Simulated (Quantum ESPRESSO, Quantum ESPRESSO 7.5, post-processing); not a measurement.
# Mo(110), 5 layers: parallel layout and speed

Aim: which layout of ranks, pools and threads brings Mo(110), 5 layers to self-consistency fastest, and whether the result stays the same.

Main program and level: Quantum ESPRESSO 7.5; plane-wave DFT, PBE, GBRV ultrasoft pseudopotentials.

Report form: the programs' logs are mostly left out.

## 1. Starting point

The cell holds 5 atoms: 5 Mo. Cell: a = 2.728 Å, b = 2.728 Å, c = 24.910 Å, α = 90.0°, β = 90.0°, γ = 70.5°. It derives from Mo. Vacuum lies along c.

## 2. SCF with pw.x: 4 ranks, 4 pools, 1 thread a rank

The first run is the reference of the series.

c0.in

```
&control
  prefix = 'c0'
  outdir = './out'
  pseudo_dir = './pseudo'
  calculation = 'scf'
  tprnfor = .true.
/
&system
  ibrav = 0
  nat = 5
  ntyp = 1
  ecutwfc = 40
  ecutrho = 200
  occupations = 'smearing'
  smearing = 'mv'
  degauss = 0.02
  assume_isolated = 'esm'
  esm_bc = 'bc1'
/
&electrons
  conv_thr = 1e-07
  mixing_beta = 0.4
  electron_maxstep = 120
  mixing_mode = 'local-TF'
/
ATOMIC_SPECIES
  Mo  95.9500  mo_pbe_v1.uspp.F.UPF
CELL_PARAMETERS angstrom
  2.22738636073762 -1.57500000000000 0.00000000000000
  2.22738636073762 1.57500000000000 0.00000000000000
  0.00000000000000 0.00000000000000 24.90954544295050
ATOMIC_POSITIONS crystal
  Mo  0.000000000000 0.000000000000 -0.178837977260
  Mo  0.500000000000 0.500000000000 -0.089418988630
  Mo  0.000000000000 0.000000000000 0.000000000000
  Mo  0.500000000000 0.500000000000 0.089418988630
  Mo  0.000000000000 0.000000000000 0.178837977260
K_POINTS automatic
  10 10 1 0 0 0
```

Launch:

```sh
$ OMP_NUM_THREADS=1 mpirun -n 4 pw.x -nk 4 -in c0.in > c0.out
```

The job ended after 2.3 min (4 MPI ranks of Arm Neoverse V1, shared host; peak memory 0.56 GiB; 9.2 min of CPU time).

This step gave:

- free energy: -9476.4825 eV
- Fermi energy: -4.702 eV
- vacuum line at the lower end of the cell, over the Fermi level: 4.702 eV
- vacuum line at the upper end of the cell, over the Fermi level: 4.702 eV

The potential energy, planar mean oscillates, so the rows of the table below give means over windows of 2.19 Å about each position, cut where the curve ends. Its maxima inside the range that stand out by 2 % of the span (Å: eV): -3.3: -2.14, -1.1: -2.35, 1.1: -2.35, 3.3: -2.14. Its minima: -4.5: -34.1, -2.2: -34.6, 0.0: -34.7, 2.2: -34.6, 4.5: -34.1.

Electrostatic potential energy of an electron; zero at the Fermi level. Table of potential energy, planar mean by z; means over each step:

z (Å), potential energy, planar mean (eV) and a bar from the least value:
```
   -11.35        4.7 ##############################
    -9.16        4.7 ##############################
    -6.97        4.3 #############################
    -4.79      -15.3 ##
    -2.60      -16.4 
    -0.41      -16.5 
     1.78      -16.4 
     3.97      -16.1 #
     6.16        1.8 ##########################
     8.35        4.7 ##############################
    10.54        4.7 ##############################
```

The program's own clock; routines nest. Time by routine:

| routine | wall time (s) | calls |
| --- | --- | --- |
| PWSCF | 137.1 | 1 |
| electrons | 134.5 | 1 |
| c_bands | 106.5 | 32 |
| cegterg | 96.44 | 256 |
| h_psi | 66.3 | 2089 |
| fftw | 58.16 | 69612 |
| vloc_psi | 54.02 | 2089 |
| sum_band | 14.32 | 32 |
| mix_rho | 9.93 | 32 |
| calbec | 8.11 | 2377 |
| ffts | 6.53 | 3820 |
| add_vuspsi | 6.13 | 2089 |
| s_psi | 5.97 | 2089 |
| h_psi:calbec | 5.92 | 2089 |

The vacuum levels are read from the outermost 0.7 Å of the cell on either side.

The run needed 32 iterations to bring the estimated error under 1e-07 Ry; the largest force on any atom, held or free, is 0.65 eV/Å.

Inside the slab this potential holds the local part of the pseudopotentials, which can be repulsive at the nuclei; only its value in the vacuum has a meaning of its own.

## 3. Self-consistent run: 4 ranks, 2 pools, 1 thread a rank

c1.in is the input of step 2 with these lines changed:

```diff
@@ -1,3 +1,3 @@
 &control
-  prefix = 'c0'
+  prefix = 'c1'
   outdir = './out'
```

Launch:

```sh
$ OMP_NUM_THREADS=1 mpirun -n 4 pw.x -nk 2 -in c1.in > c1.out
```

Elapsed: 2 min, on 4 MPI ranks; peak memory 0.44 GiB.

This step gave:

```
Fermi energy                                                   : -4.696 eV
vacuum line at the lower end of the cell, over the Fermi level : 4.696 eV
vacuum line at the upper end of the cell, over the Fermi level : 4.696 eV
```

The program's own clock; routines nest. Time by routine:

| routine | wall time (s) | calls |
| --- | --- | --- |
| PWSCF | 121.1 | 1 |
| electrons | 118.5 | 1 |
| c_bands | 100.5 | 26 |
| cegterg | 94.89 | 416 |
| h_psi | 64.75 | 3557 |
| fftw | 58.14 | 119640 |
| vloc_psi | 53.93 | 3557 |
| sum_band | 12.56 | 26 |
| calbec | 7.11 | 4037 |
| cdiaghg | 6.17 | 3541 |
| h_psi:calbec | 5.28 | 3557 |
| add_vuspsi | 5.28 | 3557 |
| s_psi | 5.16 | 3557 |
| mix_rho | 3.41 | 26 |

Counted from each run's own zero (the Fermi level), the vacuum level differs from the first run's by -6 meV.

## 4. Self-consistent run: 4 ranks, 1 pool, 1 thread a rank

c2.in is the input of step 3 with these lines changed:

```diff
@@ -1,3 +1,3 @@
 &control
-  prefix = 'c1'
+  prefix = 'c2'
   outdir = './out'
```

Launch:

```sh
$ OMP_NUM_THREADS=1 mpirun -n 4 pw.x -nk 1 -in c2.in > c2.out
```

It took 1.8 min on 4 MPI ranks; peak memory 0.33 GiB; 7.1 min of CPU time.

Numbers from this step:

```
Fermi energy                                                   : -4.700 eV
vacuum line at the lower end of the cell, over the Fermi level : 4.700 eV
vacuum line at the upper end of the cell, over the Fermi level : 4.700 eV
```

The program's own clock; routines nest. Time by routine:

| routine | wall time (s) | calls |
| --- | --- | --- |
| PWSCF | 106.5 | 1 |
| electrons | 103.9 | 1 |
| c_bands | 88.93 | 24 |
| cegterg | 87.14 | 744 |
| h_psi | 57.73 | 5399 |
| fftw | 52.13 | 207366 |
| vloc_psi | 48.22 | 5399 |
| sum_band | 11.79 | 24 |
| cdiaghg | 9.25 | 5368 |
| calbec | 6.48 | 6267 |
| h_psi:calbec | 4.75 | 5399 |
| add_vuspsi | 4.55 | 5399 |
| s_psi | 4.41 | 5399 |
| init_run | 1.99 | 1 |

Counted from each run's own zero (the Fermi level), the vacuum level differs from the first run's by -2 meV.

## 5. Ground state: 2 ranks, 2 pools, 2 threads a rank

c3.in is the input of step 4 with these lines changed:

```diff
@@ -1,3 +1,3 @@
 &control
-  prefix = 'c2'
+  prefix = 'c3'
   outdir = './out'
```

Launch:

```sh
$ OMP_NUM_THREADS=2 mpirun -n 2 pw.x -nk 2 -in c3.in > c3.out
```

Elapsed: 9 min, on 2 MPI ranks; peak memory 0.43 GiB; 23 min of CPU time.

This step gave:

| Quantity | Value |
| --- | --- |
| Fermi energy | -4.703 eV |
| vacuum line at the lower end of the cell, over the Fermi level | 4.703 eV |
| vacuum line at the upper end of the cell, over the Fermi level | 4.703 eV |

The program's own clock; routines nest. Time by routine:

| routine | wall time (s) | calls |
| --- | --- | --- |
| PWSCF | 541.9 | 1 |
| electrons | 533 | 1 |
| c_bands | 442.8 | 33 |
| fftw | 439.4 | 138258 |
| cegterg | 421.7 | 528 |
| h_psi | 393.7 | 3607 |
| vloc_psi | 380.8 | 3607 |
| sum_band | 79.15 | 33 |
| calbec | 8.52 | 4199 |
| init_run | 8.13 | 1 |
| wfcinit | 7.72 | 1 |
| add_vuspsi | 6.41 | 3607 |
| cdiaghg | 6.22 | 3591 |
| s_psi | 6.19 | 3607 |

Counted from each run's own zero (the Fermi level), the vacuum level differs from the first run's by +1 meV.

## 6. Self-consistent run: 2 ranks, 1 pool, 2 threads a rank

c4.in is the input of step 5 with these lines changed:

```diff
@@ -1,3 +1,3 @@
 &control
-  prefix = 'c3'
+  prefix = 'c4'
   outdir = './out'
```

Launch:

```sh
$ OMP_NUM_THREADS=2 mpirun -n 2 pw.x -nk 1 -in c4.in > c4.out
```

Elapsed: 2.5 min, on 2 MPI ranks; peak memory 0.4 GiB.

This step gave:

| Quantity | Value |
| --- | --- |
| Fermi energy | -4.695 eV |
| vacuum line at the lower end of the cell, over the Fermi level | 4.695 eV |
| vacuum line at the upper end of the cell, over the Fermi level | 4.695 eV |

The program's own clock; routines nest. Time by routine:

| routine | wall time (s) | calls |
| --- | --- | --- |
| PWSCF | 148.9 | 1 |
| electrons | 145.6 | 1 |
| c_bands | 123.1 | 25 |
| cegterg | 119.6 | 775 |
| h_psi | 84.42 | 5831 |
| fftw | 73.41 | 226196 |
| vloc_psi | 73.27 | 5831 |
| sum_band | 16.97 | 25 |
| cdiaghg | 10.46 | 5800 |
| calbec | 7.3 | 6730 |
| h_psi:calbec | 5.43 | 5831 |
| add_vuspsi | 5.38 | 5831 |
| s_psi | 5.2 | 5831 |
| init_run | 2.6 | 1 |

Counted from each run's own zero (the Fermi level), the vacuum level differs from the first run's by -7 meV.

## 7. Ground state: 1 rank, 1 pool, 4 threads a rank

c5.in is the input of step 6 with these lines changed:

```diff
@@ -1,3 +1,3 @@
 &control
-  prefix = 'c4'
+  prefix = 'c5'
   outdir = './out'
```

Launch:

```sh
$ OMP_NUM_THREADS=4 pw.x -nk 1 -in c5.in > c5.out
```

It took 23 min on 1 MPI rank; peak memory 0.35 GiB.

Read from the output:

| Item | Value |
| --- | --- |
| Fermi energy | -4.702 eV |
| vacuum line at the lower end of the cell, over the Fermi level | 4.702 eV |
| vacuum line at the upper end of the cell, over the Fermi level | 4.702 eV |

The program's own clock; routines nest. Time by routine:

| routine | wall time (s) | calls |
| --- | --- | --- |
| PWSCF | 1395 | 1 |
| electrons | 1371 | 1 |
| fftw | 1283 | 251350 |
| c_bands | 1135 | 32 |
| cegterg | 1127 | 992 |
| h_psi | 1108 | 6354 |
| vloc_psi | 1095 | 6354 |
| sum_band | 225 | 32 |
| init_run | 22.75 | 1 |
| wfcinit | 22.23 | 1 |
| cdiaghg | 10.91 | 6323 |
| calbec | 8.71 | 7470 |
| h_psi:calbec | 6.28 | 6354 |
| newd | 6.21 | 33 |

Counted from each run's own zero (the Fermi level), the vacuum level differs from the first run's by -0 meV.

## 8. SCF with pw.x: 2 ranks, 2 pools, 1 thread a rank

c6.in is the input of step 7 with these lines changed:

```diff
@@ -1,3 +1,3 @@
 &control
-  prefix = 'c5'
+  prefix = 'c6'
   outdir = './out'
```

Launch:

```sh
$ OMP_NUM_THREADS=1 mpirun -n 2 pw.x -nk 2 -in c6.in > c6.out
```

Wall time 3.5 min (2 MPI ranks); peak memory 0.32 GiB; 7 min of CPU time.

Numbers from this step:

| Quantity | Value |
| --- | --- |
| Fermi energy | -4.697 eV |
| vacuum line at the lower end of the cell, over the Fermi level | 4.697 eV |
| vacuum line at the upper end of the cell, over the Fermi level | 4.697 eV |

The program's own clock; routines nest. Time by routine:

| routine | wall time (s) | calls |
| --- | --- | --- |
| PWSCF | 209.8 | 1 |
| electrons | 205.3 | 1 |
| c_bands | 169.6 | 27 |
| cegterg | 158.8 | 432 |
| h_psi | 110 | 3296 |
| fftw | 96.97 | 118272 |
| vloc_psi | 89.82 | 3296 |
| sum_band | 23.49 | 27 |
| calbec | 13.44 | 3792 |
| add_vuspsi | 10.02 | 3296 |
| s_psi | 9.82 | 3296 |
| h_psi:calbec | 9.74 | 3296 |
| mix_rho | 7.95 | 27 |
| cdiaghg | 5.55 | 3280 |

Counted from each run's own zero (the Fermi level), the vacuum level differs from the first run's by -5 meV.

## 9. Ground state: 1 rank, 1 pool, 1 thread a rank

c7.in is the input of step 8 with these lines changed:

```diff
@@ -1,3 +1,3 @@
 &control
-  prefix = 'c6'
+  prefix = 'c7'
   outdir = './out'
```

Launch:

```sh
$ OMP_NUM_THREADS=1 pw.x -nk 1 -in c7.in > c7.out
```

Run time: 7.7 min. Hardware: 1 MPI rank; peak memory 0.34 GiB.

Numbers from this step:

```
Fermi energy                                                   : -4.699 eV
vacuum line at the lower end of the cell, over the Fermi level : 4.699 eV
vacuum line at the upper end of the cell, over the Fermi level : 4.699 eV
```

The program's own clock; routines nest. Time by routine:

| routine | wall time (s) | calls |
| --- | --- | --- |
| PWSCF | 463 | 1 |
| electrons | 454.9 | 1 |
| c_bands | 376.3 | 35 |
| cegterg | 366.6 | 1085 |
| h_psi | 258.4 | 6690 |
| fftw | 230.6 | 279554 |
| vloc_psi | 211.7 | 6690 |
| sum_band | 59.08 | 35 |
| calbec | 31.68 | 7899 |
| add_vuspsi | 23.27 | 6690 |
| s_psi | 22.68 | 6690 |
| h_psi:calbec | 22.58 | 6690 |
| cdiaghg | 11.17 | 6659 |
| mix_rho | 10.66 | 35 |

Counted from each run's own zero (the Fermi level), the vacuum level differs from the first run's by -3 meV.

## 10. The series side by side

All levels:

| level | vacuum level over the Fermi level (eV) | its change from the first (meV) | energy from the first (meV an atom) | SCF iterations | wall time (s) | peak memory (GiB) | CPU time (s) |
| --- | --- | --- | --- | --- | --- | --- | --- |
| 4 ranks, 4 pools, 1 thread a rank | 4.702 | 0 | 0 | 32 | 137.7 | 0.56 | 550.1 |
| 4 ranks, 2 pools, 1 thread a rank | 4.696 | -5.6 | 5.44e-5 | 26 | 121.6 | 0.44 | 486 |
| 4 ranks, 1 pool, 1 thread a rank | 4.7 | -1.8 | 1.63e-4 | 24 | 107 | 0.33 | 427.7 |
| 2 ranks, 2 pools, 2 threads a rank | 4.703 | 1.2 | 2.72e-5 | 33 | 542.4 | 0.43 | 1406 |
| 2 ranks, 1 pool, 2 threads a rank | 4.695 | -6.7 | 5.44e-5 | 25 | 149.4 | 0.4 | 471.5 |
| 1 rank, 1 pool, 4 threads a rank | 4.702 | -0.2 | 2.18e-4 | 32 | 1396 | 0.35 | 2573 |
| 2 ranks, 2 pools, 1 thread a rank | 4.697 | -5 | 1.09e-4 | 27 | 210.4 | 0.32 | 420.5 |
| 1 rank, 1 pool, 1 thread a rank | 4.699 | -3.3 | -5.44e-5 | 35 | 463.5 | 0.34 | 463.4 |

## 11. A check by hand

Efficiency = (t₁ n₁)/(t₂ n₂) an iteration = (463.5/35 × 1) / (137.7/32 × 4) = 0.77.

## 12. Outcome

| Item | Value |
| --- | --- |
| fastest | 4 ranks, 1 pool, 1 thread a rank: 1.8 min, 24 iterations |
| slowest that converged | 1 rank, 1 pool, 4 threads a rank: 23 min, 32 iterations |
| largest change of the vacuum level | 7 meV |

In words: The fastest choice is 4 ranks, 1 pool, 1 thread a rank: 1.8 min, 24 iterations. From 1 to 4 cores the time an iteration falls from 13 to 4.3 s, a parallel efficiency of 77 % by this measure and of 84 % in wall time; iterations differ in number and cost. On all 4 cores the layouts span 4.3 s (4 ranks, 4 pools, 1 thread a rank) to 44 s an iteration (1 rank, 1 pool, 4 threads a rank), and 0.33 to 0.56 GiB. Some layouts with several threads a rank ran hardly faster than one core, or slower; the cause (binding, or neighbours on the host) was not examined. The vacuum level differs by up to 8 meV between layouts, the slack that the SCF threshold leaves. Iteration counts run from 24 to 35 with the layout alone. The times come from a shared host and are rough. Peak memory is sampled during the run and can miss the peak. The geometry is as built, not relaxed.

[Logs are printed without paths, hosts, clocks, repeated set-up lines and the standing remarks that a program may print on its own settings, such as how far it seeks lower states.]

[Hosts, paths, dates, database ids (printed as entryN), source tags and the programs' standing remarks are cut or masked in the printed files.]

[Maps of the electrostatic potential energy from Ansatz leave out the sawtooth potential of an applied field or a dipole correction, so their vacuum need not be flat; planar profiles and work functions include it.]
